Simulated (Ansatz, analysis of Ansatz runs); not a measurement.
# Migration in Na2WO4 (Fd-3m): O_i hop between interstitial places, charge 0, part 5 of 5

Wanted: path and barrier of a jump of O in Na2WO4 (Fd-3m) at charge 0. The case: O_i hop between interstitial places, in a cell of 56 host atoms with 1 O put in.

Ansatz 0.2.0; plane-wave PAW DFT, PBEsol; nudged elastic band between two relaxed defect structures.

So far, barrier forward (eV): step 4 (nudged elastic band, charge 0, PBEsol) 2.07; step 6 (barrier from single points, PBEsol, denser k-mesh) 2.08; step 8 (barrier from single points, LDA, LDA PBEsol, analysis of Ansatz runs) 1.99; step 10 (barrier from single points, r2SCAN) 2.17.

### 11. Single point at the top of the path, PBEsol (continued)

Level of this step: plane-wave PAW DFT, PBEsol; single point of a defect supercell on a structure of the PBEsol path (Ansatz).

Valence electrons by atom (Löwdin), nearest atoms first, with the excess over far atoms of the same element, which can also hold differences between inequivalent host sites (the log counts sites from 0):

```csv
atom,distance from the centre (Å),electrons,excess
O52,1.41,6.720,-0.013
W24,1.44,12.268,-0.004
O53,1.68,6.722,-0.011
O57,2.04,6.533,-0.199
O31,2.68,6.525,-0.208
O26,2.69,6.525,-0.208
O47,2.87,6.750,0.017
O42,2.88,6.750,0.017
```

Valence density in the ab plane at fractional z = 0.352, through the centre, with atoms of Na and O within 0.45 Å of it. It is the smooth field of the valence electrons, not physical close to the nuclei.

Values in units of 1e0 e/Å³, 13 rows by 16 columns, each cell a mean:
```
0.2 0.1 0.1 0.1 0.2 0.7 0.7 0.2 0.1 0.8 1.4 0.2 0.1 0.8 1.6 0.6
0.1 0.0 0.1 0.1 0.8 4.2 4.1 0.6 0.2 4.9 8.3 0.7 0.2 1.7 3.7 1.0
0.1 0.1 0.2 0.5 0.9 1.9 1.6 0.3 0.1 0.5 0.9 0.1 0.1 0.3 0.6 0.2
0.1 0.6 1.3 1.0 0.8 0.3 0.1 0.1 0.1 0.3 0.3 0.1 0.0 0.3 0.4 0.1
0.2 2.4 5.4 1.8 0.3 0.1 0.0 0.1 0.3 1.8 1.9 0.4 0.2 4.5 7.7 0.6
0.1 0.8 1.7 0.6 0.1 0.0 0.1 0.1 0.3 1.3 1.3 0.3 0.1 1.5 2.6 0.2
0.0 0.1 0.2 0.1 0.1 0.2 0.3 0.2 0.1 0.2 0.1 0.1 0.1 0.2 0.2 0.1
0.1 3.3 5.2 0.5 0.2 1.2 2.4 0.7 0.1 0.0 0.0 0.1 0.5 2.6 2.4 0.4
0.1 3.1 4.9 0.4 0.1 0.9 1.6 0.5 0.1 0.0 0.1 0.3 0.9 3.8 3.4 0.5
0.1 0.1 0.2 0.1 0.0 0.1 0.2 0.1 0.1 0.2 0.4 0.8 1.0 0.7 0.4 0.1
0.2 1.1 1.0 0.2 0.1 1.8 2.9 0.2 0.2 1.8 3.6 1.4 0.5 0.2 0.1 0.1
0.5 3.0 2.9 0.5 0.2 4.4 7.2 0.5 0.2 2.0 4.0 1.2 0.2 0.1 0.0 0.1
0.3 0.7 0.6 0.1 0.1 0.2 0.3 0.1 0.1 0.2 0.4 0.2 0.1 0.1 0.1 0.1
```
Columns run along a (9.1 Å), rows up along b (9.1 Å). Atoms in or near the plane, at fractional coordinates: Na at (0.12, 0.38), Na at (0.63, 0.88), Na at (0.37, 0.13), Na at (0.88, 0.63), O at (0.14, 0.64), O at (0.64, 0.14), O at (0.36, 0.86), O at (0.86, 0.37), O at (0.11, 0.11), O at (0.62, 0.62), O at (0.38, 0.39), O at (0.89, 0.89).

ELF in the ab plane at fractional z = 0.352, through the centre, with atoms of Na and O within 0.45 Å of it. It is the smooth field of the valence electrons, not physical close to the nuclei.

Values, 13 rows by 16 columns, each cell a mean:
```
0.18 0.11 0.10 0.07 0.36 0.66 0.68 0.40 0.03 0.28 0.34 0.09 0.26 0.72 0.77 0.60
0.29 0.04 0.04 0.15 0.61 0.68 0.71 0.66 0.10 0.55 0.53 0.29 0.36 0.83 0.78 0.77
0.08 0.11 0.13 0.19 0.34 0.62 0.74 0.49 0.04 0.24 0.31 0.08 0.18 0.56 0.63 0.45
0.19 0.63 0.62 0.36 0.27 0.18 0.25 0.08 0.18 0.45 0.46 0.24 0.03 0.16 0.21 0.05
0.38 0.79 0.60 0.70 0.27 0.06 0.03 0.10 0.59 0.82 0.84 0.60 0.12 0.55 0.54 0.27
0.26 0.73 0.77 0.63 0.20 0.05 0.07 0.10 0.47 0.76 0.79 0.51 0.06 0.36 0.44 0.14
0.03 0.12 0.17 0.08 0.10 0.43 0.53 0.30 0.14 0.30 0.31 0.10 0.14 0.31 0.30 0.14
0.08 0.51 0.53 0.21 0.35 0.81 0.81 0.70 0.24 0.04 0.03 0.14 0.60 0.76 0.79 0.59
0.08 0.49 0.53 0.21 0.31 0.79 0.82 0.67 0.17 0.04 0.06 0.14 0.48 0.67 0.74 0.62
0.05 0.15 0.15 0.06 0.06 0.21 0.25 0.14 0.09 0.38 0.36 0.27 0.31 0.37 0.52 0.22
0.46 0.77 0.78 0.48 0.07 0.41 0.46 0.14 0.36 0.77 0.68 0.54 0.21 0.08 0.07 0.07
0.65 0.78 0.81 0.62 0.12 0.54 0.54 0.25 0.38 0.80 0.70 0.73 0.27 0.05 0.04 0.14
0.31 0.64 0.66 0.32 0.03 0.13 0.18 0.04 0.12 0.40 0.45 0.30 0.07 0.17 0.26 0.15
```
Columns run along a (9.1 Å), rows up along b (9.1 Å). Atoms in or near the plane, at fractional coordinates: Na at (0.12, 0.38), Na at (0.63, 0.88), Na at (0.37, 0.13), Na at (0.88, 0.63), O at (0.14, 0.64), O at (0.64, 0.14), O at (0.36, 0.86), O at (0.86, 0.37), O at (0.11, 0.11), O at (0.62, 0.62), O at (0.38, 0.39), O at (0.89, 0.89).

Electrostatic potential energy in the ab plane at fractional z = 0.352, through the centre, with atoms of Na and O within 0.45 Å of it. With pseudopotentials it is smooth inside the atoms' cores, unlike the true potential.

Ten even steps from '0' (-38 eV) to '9' (11 eV), each cell a mean:
```
99999999999999988899999899
99999999756999852489984259
99999998201699710169972038
99998877201699730279995369
99998655535899876789999999
99997534689999999999999999
99976545689999999999988889
99511577889999987999873368
98300488999999842699840038
99622799999999842699851158
99988999999999987999987789
99999999999999999999999999
99888999999999999999999999
98525899954799999999974699
97101799832599999999820169
97302799965799999887720169
98767899999999999865554699
99999999999999999753468999
99999999888899987654468999
99768998733689941157788999
97215998400489830048889999
97215998511589952379999999
98768999866899998999999999
89999999999999999999999999
```
Columns run along a (9.1 Å; values clipped at the 3rd and 97th percentile), rows up along b (9.1 Å). Atoms in or near the plane, at fractional coordinates: Na at (0.12, 0.38), Na at (0.63, 0.88), Na at (0.37, 0.13), Na at (0.88, 0.63), O at (0.14, 0.64), O at (0.64, 0.14), O at (0.36, 0.86), O at (0.86, 0.37), O at (0.11, 0.11), O at (0.62, 0.62), O at (0.38, 0.39), O at (0.89, 0.89).

The distance between the highest filled and the lowest empty level goes from 3.92 eV at the start to 2.16 eV at the top.

### 12. Summary of results

```
barrier forward                                   : 2.07 eV
barrier backward                                  : 2.07 eV
end less start                                    : 0.00 eV
hop length                                        : 2.82 Å
band iterations, as the log counts them           : 12
barrier from single points, PBEsol, denser k-mesh : 2.08 eV
barrier from single points, LDA                   : 1.99 eV
barrier from single points, r2SCAN                : 2.17 eV
```

What this shows: The top of the band lies 2.07 eV above the start and 2.07 eV above the end, which are alike in energy and neighbours. With an assumed prefactor of 1e13 per second it gives one hop a second along this one path at about 800 K; whether such hops link up through the crystal wasn't checked. Across functionals on this path (PBEsol 2.073, LDA 1.994 and r2SCAN 2.167 eV) the forward values spread by 0.172 eV. The order of the top as a saddle was not checked for all atoms, so a bent path could be lower. Keep in mind: one k-point off the zone centre stands for the whole zone; spin–orbit coupling, which can matter with heavy atoms, is left out.

[Logs are printed without paths, hosts, clocks, repeated set-up lines and the standing remarks that a program may print on its own settings, such as how far it seeks lower states.]

[Hosts, paths, dates, database ids (printed as entryN), source tags and the programs' standing remarks are cut or masked in the printed files.]
